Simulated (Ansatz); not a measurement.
# Hf(0001) with 2 thermally displaced layers, 2x2: scattering by thermal displacements, part 2 of 2

Wanted: the phonon-limited resistivity of Hf at 500 K by the Landauer route.

Ansatz 0.2.0; Ansatz plane-wave DFT, PBE, PAW files; ballistic transport by layer matching (Landauer), zero bias; PAW set soft_1.

So far. Step 2 (With 2 displaced layers): Over the solved energies the transmission per spin lies between 2.19 and 2.40, out of 2.71 channels of the lead on average (up to 2.84).

## (3) With 6 displaced layers

Each atom of 6 layers is moved at random, by amounts drawn from a normal law 0.0804 Å wide in each direction from the Debye model (252 K) at 500 K. A fresh draw is used; the growth of the resistance with length is what counts.

System of this step: Hf(0001) with 6 thermally displaced layers, 2x2. The cell holds 64 atoms: 64 Hf. Its edges and angles: a = 6.393 Å, b = 6.393 Å, c = 40.462 Å, α = 90.0°, β = 90.0°, γ = 120.0°. It derives from Hf. Regions: lead, 40 atoms (40 Hf); scattering region, 24 atoms (24 Hf). The structure is stacked along c, and the current runs across the ab planes.

File input.yaml:

```yaml
crystal:
  lattice:
    - [6.3934, 0.0, 0.0]
    - [-3.1967, 5.5368468166, 0.0]
    - [0.0, 0.0, 40.4624]
  atoms:
    - { symbol: Hf, position: [0.1666666667, 0.3333333333, 0.03125] }
    - { symbol: Hf, position: [0.1666666667, 0.8333333333, 0.03125] }
    - { symbol: Hf, position: [0.6666666667, 0.3333333333, 0.03125] }
    - { symbol: Hf, position: [0.6666666667, 0.8333333333, 0.03125] }
    - { symbol: Hf, position: [0.3333333333, 0.1666666667, 0.09375] }
    - { symbol: Hf, position: [0.3333333333, 0.6666666667, 0.09375] }
    - { symbol: Hf, position: [0.8333333333, 0.1666666667, 0.09375] }
    - { symbol: Hf, position: [0.8333333333, 0.6666666667, 0.09375] }
    - { symbol: Hf, position: [0.1666666667, 0.3333333333, 0.15625] }
    - { symbol: Hf, position: [0.1666666667, 0.8333333333, 0.15625] }
    - { symbol: Hf, position: [0.6666666667, 0.3333333333, 0.15625] }
    - { symbol: Hf, position: [0.6666666667, 0.8333333333, 0.15625] }
    - { symbol: Hf, position: [0.3333333333, 0.1666666667, 0.21875] }
    - { symbol: Hf, position: [0.3333333333, 0.6666666667, 0.21875] }
    - { symbol: Hf, position: [0.8333333333, 0.1666666667, 0.21875] }
    - { symbol: Hf, position: [0.8333333333, 0.6666666667, 0.21875] }
    - { symbol: Hf, position: [0.1666666667, 0.3333333333, 0.28125] }
    - { symbol: Hf, position: [0.1666666667, 0.8333333333, 0.28125] }
    - { symbol: Hf, position: [0.6666666667, 0.3333333333, 0.28125] }
    - { symbol: Hf, position: [0.6666666667, 0.8333333333, 0.28125] }
    - { symbol: Hf, position: [0.3453778665, 0.1680318553, 0.3422725956] }
    - { symbol: Hf, position: [0.3184184131, 0.6600198544, 0.3441875489] }
    - { symbol: Hf, position: [0.8191177298, 0.1636291479, 0.3434336046] }
    - { symbol: Hf, position: [0.84169352, 0.6697838141, 0.3444561597] }
    - { symbol: Hf, position: [0.1575031074, 0.3314511641, 0.4078078346] }
    - { symbol: Hf, position: [0.1763062012, 0.81504996, 0.409258312] }
    - { symbol: Hf, position: [0.6892651051, 0.3446790558, 0.4067754987] }
    - { symbol: Hf, position: [0.6733050475, 0.8545058107, 0.4101452216] }
    - { symbol: Hf, position: [0.3655390528, 0.1857637927, 0.4694601492] }
    - { symbol: Hf, position: [0.3181053147, 0.6666019865, 0.4700544788] }
    - { symbol: Hf, position: [0.8199999047, 0.1724043856, 0.4696041805] }
    - { symbol: Hf, position: [0.8334891724, 0.6494716356, 0.4674351334] }
    - { symbol: Hf, position: [0.1526845353, 0.3163461913, 0.5347062911] }
    - { symbol: Hf, position: [0.1628186965, 0.8381104275, 0.5307361915] }
    - { symbol: Hf, position: [0.6961669767, 0.3525068015, 0.5325085325] }
    - { symbol: Hf, position: [0.6393333419, 0.834088866, 0.5326085501] }
    - { symbol: Hf, position: [0.3414726081, 0.1576938015, 0.5973705116] }
    - { symbol: Hf, position: [0.3119245917, 0.6570603646, 0.5956080341] }
    - { symbol: Hf, position: [0.8484889939, 0.1957441772, 0.5941246057] }
    - { symbol: Hf, position: [0.8226289838, 0.6611839222, 0.5915817878] }
    - { symbol: Hf, position: [0.1551759288, 0.3424877803, 0.6574048323] }
    - { symbol: Hf, position: [0.177467932, 0.8223754133, 0.6596064188] }
    - { symbol: Hf, position: [0.6744838045, 0.3561959196, 0.6553900129] }
    - { symbol: Hf, position: [0.6592309265, 0.8369605625, 0.6582995964] }
    - { symbol: Hf, position: [0.3333333333, 0.1666666667, 0.71875] }
    - { symbol: Hf, position: [0.3333333333, 0.6666666667, 0.71875] }
    - { symbol: Hf, position: [0.8333333333, 0.1666666667, 0.71875] }
    - { symbol: Hf, position: [0.8333333333, 0.6666666667, 0.71875] }
    - { symbol: Hf, position: [0.1666666667, 0.3333333333, 0.78125] }
    - { symbol: Hf, position: [0.1666666667, 0.8333333333, 0.78125] }
    - { symbol: Hf, position: [0.6666666667, 0.3333333333, 0.78125] }
    - { symbol: Hf, position: [0.6666666667, 0.8333333333, 0.78125] }
    - { symbol: Hf, position: [0.3333333333, 0.1666666667, 0.84375] }
    - { symbol: Hf, position: [0.3333333333, 0.6666666667, 0.84375] }
    - { symbol: Hf, position: [0.8333333333, 0.1666666667, 0.84375] }
    - { symbol: Hf, position: [0.8333333333, 0.6666666667, 0.84375] }
    - { symbol: Hf, position: [0.1666666667, 0.3333333333, 0.90625] }
    - { symbol: Hf, position: [0.1666666667, 0.8333333333, 0.90625] }
    - { symbol: Hf, position: [0.6666666667, 0.3333333333, 0.90625] }
    - { symbol: Hf, position: [0.6666666667, 0.8333333333, 0.90625] }
    - { symbol: Hf, position: [0.3333333333, 0.1666666667, 0.96875] }
    - { symbol: Hf, position: [0.3333333333, 0.6666666667, 0.96875] }
    - { symbol: Hf, position: [0.8333333333, 0.1666666667, 0.96875] }
    - { symbol: Hf, position: [0.8333333333, 0.6666666667, 0.96875] }
kpoints:
  mp_grid: { grid: [4, 4, 1] }
hamiltonian:
  xc: pbe
  pseudopotentials: { kind: paw, azcp: { folder: soft_1 } }
scf:
  occupations: { method: fermi_dirac, width: 0.1 }
output:
  transmission: { leads: [[0, 8]], kmesh: [8, 8], e_range: [-0.05, 0.05], de: 0.05 }
  write_potential: true
  write_density: true
  volumetric_format: npy
```

The run is started by

```
$ ansatz run input.yaml --threads 4 --pin off --max-ram 15360MiB --backend cpu --events-out ev --progress --plain --runs-dir out
```

Numbers of over 12 decimals in the logs are rounded to 6 here.

The program printed:

```text
[...]
Crystal: 64 atoms, lattice volume = 1432.340 Å³
Basis set: ecut = 420 eV, 28059 PW (Γ)
Bands: 999, of which v1, the nominal top of the filled ones, is band 832 counted from 1 (831 counted from 0)
Symmetry: 1 space group operations
[...]
k-points: 10 of 16 (time reversal used)
[...]
SCF iter   1: F=—  HF=-1006228.137216 eV  |F-HF|=—  |Δ(HF+E_count)|=         —  Δρ=3.59e-2  dr2=3.33e1  ethr=3.10e-3  ⟨swp⟩=6.0  Hψ=29681  notcnv=0  defer=284
[...]
SCF iter  12: F=-1006220.573239 eV  HF=-1006220.573239 eV  |F-HF|=9.92e-8  |Δ(HF+E_count)|=   1.24e-7  Δρ=1.46e-6  dr2=5.56e-8  ethr=6.01e-12  ⟨swp⟩=31.9  Hψ=82964  notcnv=0
SCF 1 converged in 12 iterations: F = -1006220.573239 eV  dr2 = 5.56e-8
[...]
transmission: 174 of 1734 steps passed
transmission: 354 of 1734 steps passed
[...]
transmission: 1734 of 1734 steps passed
SCF converged after 12 iterations
Free energy (F): -1006220.573239 eV
[...]
Internal energy: -1006218.782231 eV  (E = F + TS)
E sigma→0 (E₀):  -1006219.677735 eV
Entropy (-TS):   -1.791008 eV (-27.984 meV/atom)
Fermi energy:    18.117521 eV
[...]
--- Band table (eV; the first three rows and the last of 10) ---
  k-point 0: bands = [... 828 lower, 18.8426, 18.8801, 18.9210, 18.9344, 18.9409, 18.9584, 18.9778, 18.9894, ... 163 higher]
  k-point 1: bands = [... 828 lower, 18.3757, 18.4058, 18.4159, 18.4364, 18.4666, 18.4725, 18.4813, 18.4912, ... 163 higher]
  k-point 2: bands = [... 828 lower, 17.7748, 17.8142, 17.8313, 17.8568, 17.9189, 17.9611, 17.9655, 17.9738, ... 163 higher]
  k-point 9: bands = [... 828 lower, 17.8020, 17.8146, 17.8644, 17.8849, 17.9219, 17.9431, 17.9554, 17.9720, ... 163 higher]
--- Transmission ---
  basis      : 313 plane waves across, 51 finite elements along
  points     : 34, standing for a mesh of 8 x 8
[...]
channels       : 2.843750e0 a spin
[...]
junction   : crystal 0 to crystal 0, 0.70 to 36.10 Å
    transmission   : 1.789147e0 a spin
[...]
```

It took 26 min on 4 threads of Intel Xeon 6975P-C (Granite Rapids), shared host; peak memory 11 GiB.

This step gave:

```
free energy                                   : -1006220.5732 eV
energy at zero smearing                       : -1006219.6777 eV
Fermi energy                                  : 18.12 eV
transmission per spin nearest the Fermi level : 1.789
step of the lead's potential                  : 4.8 meV
```

Per spin. Transmission, zone mean against energy, zero at the Fermi level:

| energy (eV) | transmission, zone mean |
| --- | --- |
| -0.0500 | 1.82 |
| 0.0000 | 1.79 |
| 0.0500 | 1.66 |

Over the solved energies the transmission per spin lies between 1.66 and 1.82, out of 2.71 channels of the lead on average (up to 2.84).

## (4) With 10 displaced layers

Each atom of 10 layers is moved at random, by amounts drawn from a normal law 0.0804 Å wide in each direction from the Debye model (252 K) at 500 K. A fresh draw is used; the growth of the resistance with length is what counts.

System of this step: Hf(0001) with 10 thermally displaced layers, 2x2. The cell holds 80 atoms: 80 Hf. Its edges and angles: a = 6.393 Å, b = 6.393 Å, c = 50.578 Å, α = 90.0°, β = 90.0°, γ = 120.0°. It derives from Hf. Regions: lead, 40 atoms (40 Hf); scattering region, 40 atoms (40 Hf). The structure is stacked along c, and the current runs across the ab planes.

File input.yaml:

```yaml
crystal:
  lattice:
    - [6.3934, 0.0, 0.0]
    - [-3.1967, 5.5368468166, 0.0]
    - [0.0, 0.0, 50.578]
  atoms:
    - { symbol: Hf, position: [0.1666666667, 0.3333333333, 0.025] }
    - { symbol: Hf, position: [0.1666666667, 0.8333333333, 0.025] }
    - { symbol: Hf, position: [0.6666666667, 0.3333333333, 0.025] }
    - { symbol: Hf, position: [0.6666666667, 0.8333333333, 0.025] }
    - { symbol: Hf, position: [0.3333333333, 0.1666666667, 0.075] }
    - { symbol: Hf, position: [0.3333333333, 0.6666666667, 0.075] }
    - { symbol: Hf, position: [0.8333333333, 0.1666666667, 0.075] }
    - { symbol: Hf, position: [0.8333333333, 0.6666666667, 0.075] }
    - { symbol: Hf, position: [0.1666666667, 0.3333333333, 0.125] }
    - { symbol: Hf, position: [0.1666666667, 0.8333333333, 0.125] }
    - { symbol: Hf, position: [0.6666666667, 0.3333333333, 0.125] }
    - { symbol: Hf, position: [0.6666666667, 0.8333333333, 0.125] }
    - { symbol: Hf, position: [0.3333333333, 0.1666666667, 0.175] }
    - { symbol: Hf, position: [0.3333333333, 0.6666666667, 0.175] }
    - { symbol: Hf, position: [0.8333333333, 0.1666666667, 0.175] }
    - { symbol: Hf, position: [0.8333333333, 0.6666666667, 0.175] }
    - { symbol: Hf, position: [0.1666666667, 0.3333333333, 0.225] }
    - { symbol: Hf, position: [0.1666666667, 0.8333333333, 0.225] }
    - { symbol: Hf, position: [0.6666666667, 0.3333333333, 0.225] }
    - { symbol: Hf, position: [0.6666666667, 0.8333333333, 0.225] }
    - { symbol: Hf, position: [0.3311068273, 0.1581639781, 0.2728678941] }
    - { symbol: Hf, position: [0.3193577988, 0.6739663171, 0.2765733239] }
    - { symbol: Hf, position: [0.8234665511, 0.1510654026, 0.2763878549] }
    - { symbol: Hf, position: [0.8120538762, 0.6563119314, 0.2759872177] }
    - { symbol: Hf, position: [0.1411744562, 0.3389439544, 0.324075379] }
    - { symbol: Hf, position: [0.1674913103, 0.8322340424, 0.3253212966] }
    - { symbol: Hf, position: [0.6698902055, 0.3223207554, 0.3272589022] }
    - { symbol: Hf, position: [0.6819240228, 0.8455854988, 0.3268517573] }
    - { symbol: Hf, position: [0.3493665489, 0.1789238568, 0.3751201694] }
    - { symbol: Hf, position: [0.3144098658, 0.664705625, 0.3737767204] }
    - { symbol: Hf, position: [0.8173176397, 0.1704197587, 0.3740961901] }
    - { symbol: Hf, position: [0.8128097198, 0.6515208481, 0.3754266964] }
    - { symbol: Hf, position: [0.1807792405, 0.3525372453, 0.4249778802] }
    - { symbol: Hf, position: [0.1899501383, 0.8536961586, 0.4268283917] }
    - { symbol: Hf, position: [0.6458419658, 0.3511755207, 0.4255398861] }
    - { symbol: Hf, position: [0.6746913351, 0.838724069, 0.4256084602] }
    - { symbol: Hf, position: [0.3347442916, 0.1614547489, 0.4719770144] }
    - { symbol: Hf, position: [0.3261279849, 0.6549953683, 0.4767171108] }
    - { symbol: Hf, position: [0.8303079272, 0.1678788443, 0.4736494011] }
    - { symbol: Hf, position: [0.8268280649, 0.6664991907, 0.4726387335] }
    - { symbol: Hf, position: [0.1696778907, 0.3317930175, 0.5231150887] }
    - { symbol: Hf, position: [0.1402318746, 0.8407835601, 0.5245269375] }
    - { symbol: Hf, position: [0.6582866948, 0.3299040414, 0.5278876097] }
    - { symbol: Hf, position: [0.6666692911, 0.8345911649, 0.5226360347] }
    - { symbol: Hf, position: [0.3607116806, 0.1799898615, 0.5766960817] }
    - { symbol: Hf, position: [0.340588408, 0.6799777623, 0.5755896856] }
    - { symbol: Hf, position: [0.8399397037, 0.1644566144, 0.5726569945] }
    - { symbol: Hf, position: [0.8322229439, 0.6385683759, 0.5746185782] }
    - { symbol: Hf, position: [0.156522729, 0.3181895614, 0.6259746677] }
    - { symbol: Hf, position: [0.1609753768, 0.8269894009, 0.6258263804] }
    - { symbol: Hf, position: [0.6707582179, 0.3535032441, 0.6255587] }
    - { symbol: Hf, position: [0.6465848, 0.8050999161, 0.622921095] }
    - { symbol: Hf, position: [0.3466337739, 0.1659318257, 0.6745499226] }
    - { symbol: Hf, position: [0.3446857591, 0.6480408252, 0.6740689934] }
    - { symbol: Hf, position: [0.8316473384, 0.1751810952, 0.6739451935] }
    - { symbol: Hf, position: [0.8139645649, 0.6433576768, 0.6761594299] }
    - { symbol: Hf, position: [0.1733457594, 0.3264156839, 0.7252596577] }
    - { symbol: Hf, position: [0.1469848053, 0.8264819536, 0.7271904967] }
    - { symbol: Hf, position: [0.6851484381, 0.3668830074, 0.7237486179] }
    - { symbol: Hf, position: [0.6725447503, 0.8304943182, 0.7258994675] }
    - { symbol: Hf, position: [0.3333333333, 0.1666666667, 0.775] }
    - { symbol: Hf, position: [0.3333333333, 0.6666666667, 0.775] }
    - { symbol: Hf, position: [0.8333333333, 0.1666666667, 0.775] }
    - { symbol: Hf, position: [0.8333333333, 0.6666666667, 0.775] }
    - { symbol: Hf, position: [0.1666666667, 0.3333333333, 0.825] }
    - { symbol: Hf, position: [0.1666666667, 0.8333333333, 0.825] }
    - { symbol: Hf, position: [0.6666666667, 0.3333333333, 0.825] }
    - { symbol: Hf, position: [0.6666666667, 0.8333333333, 0.825] }
    - { symbol: Hf, position: [0.3333333333, 0.1666666667, 0.875] }
    - { symbol: Hf, position: [0.3333333333, 0.6666666667, 0.875] }
    - { symbol: Hf, position: [0.8333333333, 0.1666666667, 0.875] }
    - { symbol: Hf, position: [0.8333333333, 0.6666666667, 0.875] }
    - { symbol: Hf, position: [0.1666666667, 0.3333333333, 0.925] }
    - { symbol: Hf, position: [0.1666666667, 0.8333333333, 0.925] }
    - { symbol: Hf, position: [0.6666666667, 0.3333333333, 0.925] }
    - { symbol: Hf, position: [0.6666666667, 0.8333333333, 0.925] }
    - { symbol: Hf, position: [0.3333333333, 0.1666666667, 0.975] }
    - { symbol: Hf, position: [0.3333333333, 0.6666666667, 0.975] }
    - { symbol: Hf, position: [0.8333333333, 0.1666666667, 0.975] }
    - { symbol: Hf, position: [0.8333333333, 0.6666666667, 0.975] }
kpoints:
  mp_grid: { grid: [4, 4, 1] }
hamiltonian:
  xc: pbe
  pseudopotentials: { kind: paw, azcp: { folder: soft_1 } }
scf:
  occupations: { method: fermi_dirac, width: 0.1 }
output:
  transmission: { leads: [[0, 8]], kmesh: [8, 8], e_range: [-0.05, 0.05], de: 0.05 }
  write_potential: true
  write_density: true
  volumetric_format: npy
```

The program printed:

```text
[...]
Crystal: 80 atoms, lattice volume = 1790.425 Å³
Basis set: ecut = 420 eV, 35125 PW (Γ)
Bands: 1248, of which v1, the nominal top of the filled ones, is band 1040 counted from 1 (1039 counted from 0)
Symmetry: 1 space group operations
[...]
k-points: 10 of 16 (time reversal used)
[...]
SCF iter   1: F=—  HF=-1257784.554048 eV  |F-HF|=—  |Δ(HF+E_count)|=         —  Δρ=3.58e-2  dr2=4.96e1  ethr=3.10e-3  ⟨swp⟩=6.9  Hψ=35639  notcnv=0  defer=437
[...]
SCF iter  12: F=-1257774.883310 eV  HF=-1257774.883310 eV  |F-HF|=1.29e-7  |Δ(HF+E_count)|=   1.04e-7  Δρ=1.25e-6  dr2=9.45e-8  ethr=4.81e-12  ⟨swp⟩=60.1  Hψ=106920  notcnv=0
SCF 1 converged in 12 iterations: F = -1257774.883310 eV  dr2 = 9.45e-8
[...]
transmission: 222 of 2176 steps passed
transmission: 441 of 2176 steps passed
[...]
transmission: 2176 of 2176 steps passed
SCF converged after 12 iterations
Free energy (F): -1257774.883310 eV
[...]
Internal energy: -1257772.569727 eV  (E = F + TS)
E sigma→0 (E₀):  -1257773.726518 eV
Entropy (-TS):   -2.313583 eV (-28.920 meV/atom)
Fermi energy:    18.107528 eV
[...]
--- Band table (eV; the first three rows and the last of 10) ---
  k-point 0: bands = [... 1036 lower, 18.8778, 18.9008, 18.9128, 18.9223, 18.9393, 18.9468, 18.9605, 18.9633, ... 204 higher]
  k-point 1: bands = [... 1036 lower, 18.3696, 18.4137, 18.4219, 18.4420, 18.4540, 18.4586, 18.4630, 18.4697, ... 204 higher]
  k-point 2: bands = [... 1036 lower, 17.8028, 17.8158, 17.8398, 17.8786, 17.8818, 17.8984, 17.9229, 17.9452, ... 204 higher]
  k-point 9: bands = [... 1036 lower, 17.8282, 17.8621, 17.8710, 17.8917, 17.9016, 17.9229, 17.9423, 17.9795, ... 204 higher]
--- Transmission ---
  basis      : 313 plane waves across, 64 finite elements along
  points     : 34, standing for a mesh of 8 x 8
[...]
channels       : 2.843750e0 a spin
[...]
junction   : crystal 0 to crystal 0, 0.70 to 46.22 Å
    transmission   : 1.429507e0 a spin
[...]
```

The job ended after 37 min (4 threads; peak memory 13 GiB; 2.3 h of CPU time).

This step gave:

| Quantity | Value |
| --- | --- |
| free energy | -1257774.8833 eV |
| energy at zero smearing | -1257773.7265 eV |
| Fermi energy | 18.11 eV |
| transmission per spin nearest the Fermi level | 1.430 |
| step of the lead's potential | 11.7 meV |

Per spin. Transmission, zone mean against energy, zero at the Fermi level:

| energy (eV) | transmission, zone mean |
| --- | --- |
| -0.0500 | 1.53 |
| 0.0000 | 1.43 |
| 0.0500 | 1.33 |

Over the solved energies the transmission per spin lies between 1.33 and 1.53, out of 2.71 channels of the lead on average (up to 2.84).

## (5) The fit

This step: Ansatz plane-wave DFT, PBE, PAW files; ballistic transport by layer matching (Landauer), zero bias; resistivity from the slope of the area resistance; PAW set soft_1 (Ansatz 0.2.0).

This step gave:

| Property | Result |
| --- | --- |
| resistivity | 60.49 µΩ cm |
| intercept | -0.01452 fΩ m² |
| scatter about the fit | 0.009557 fΩ m² |

Resistance, by row:

| run | length (Å) | T | channels N | RA (fΩ m²) |
| --- | --- | --- | --- | --- |
| n2 | 5.058 | 2.317 | 2.708 | 0.2847 |
| n6 | 15.17 | 1.755 | 2.708 | 0.9169 |
| n10 | 25.29 | 1.43 | 2.708 | 1.509 |

The area resistance by length of the displaced region:

| length of the displaced region (Å) | area resistance (fΩ m²) |
| --- | --- |
| 5.06 | 0.285 |
| 15.17 | 0.917 |
| 25.29 | 1.51 |

The area resistance goes from 0.28 to 1.5 fΩ m² between 5.1 and 25.3 Å, a slope of 60 µΩ cm.

By hand from the end points: (1.509 − 0.2847) fΩ m² / (25.29 − 5.06) Å = 60 µΩ cm, since 1 fΩ m² per Å is 1000 µΩ cm.

## (6) Outcome

| Property | Result |
| --- | --- |
| resistivity from the slope | 60.5 µΩ cm |
| area resistance over 5.06 Å | 0.285 fΩ m² |
| area resistance over 15.2 Å | 0.917 fΩ m² |
| area resistance over 25.3 Å | 1.51 fΩ m² |

The slope gives 60 µΩ cm. The points scatter by 0.0096 fΩ m² about the line, with one random draw a length in a 2x2 cell, so the slope is a rough value. The mean square of the displacements drawn is 0.73, 0.99 and 0.93 of the nominal one at the three lengths; with each resistance scaled back by that, the slope is 61 µΩ cm, the value used below. The current runs along the hexagonal axis, while the measured value below is not for that direction. Read with a model of isotropic scattering on a spherical Fermi surface and the lead's 0.59×10¹⁵ S/m², this slope means a mean free path near 21 Å; over these lengths the model's slope is 1.04 times its bulk resistivity, which would be 59 µΩ cm. Uncorrelated displacements put too much weight on short waves, which scatter strongly; with the sideways repeat of a small cell, one draw and three short lengths, the method is good to a factor of two or three. The measured value is 63.1 µΩ cm (CRC Handbook of Chemistry and Physics, 84th ed., 2003, Electrical Resistivity of Pure Metals); the scaled slope is 0.97 times that and the corrected value 0.94: fair for so small a cell. Spin-orbit coupling is left out, which matters for Hf.

[Logs are printed without paths, hosts, clocks, repeated set-up lines and the standing remarks that a program may print on its own settings, such as how far it seeks lower states.]

[Hosts, paths, dates, database ids (printed as entryN), source tags and the programs' standing remarks are cut or masked in the printed files.]
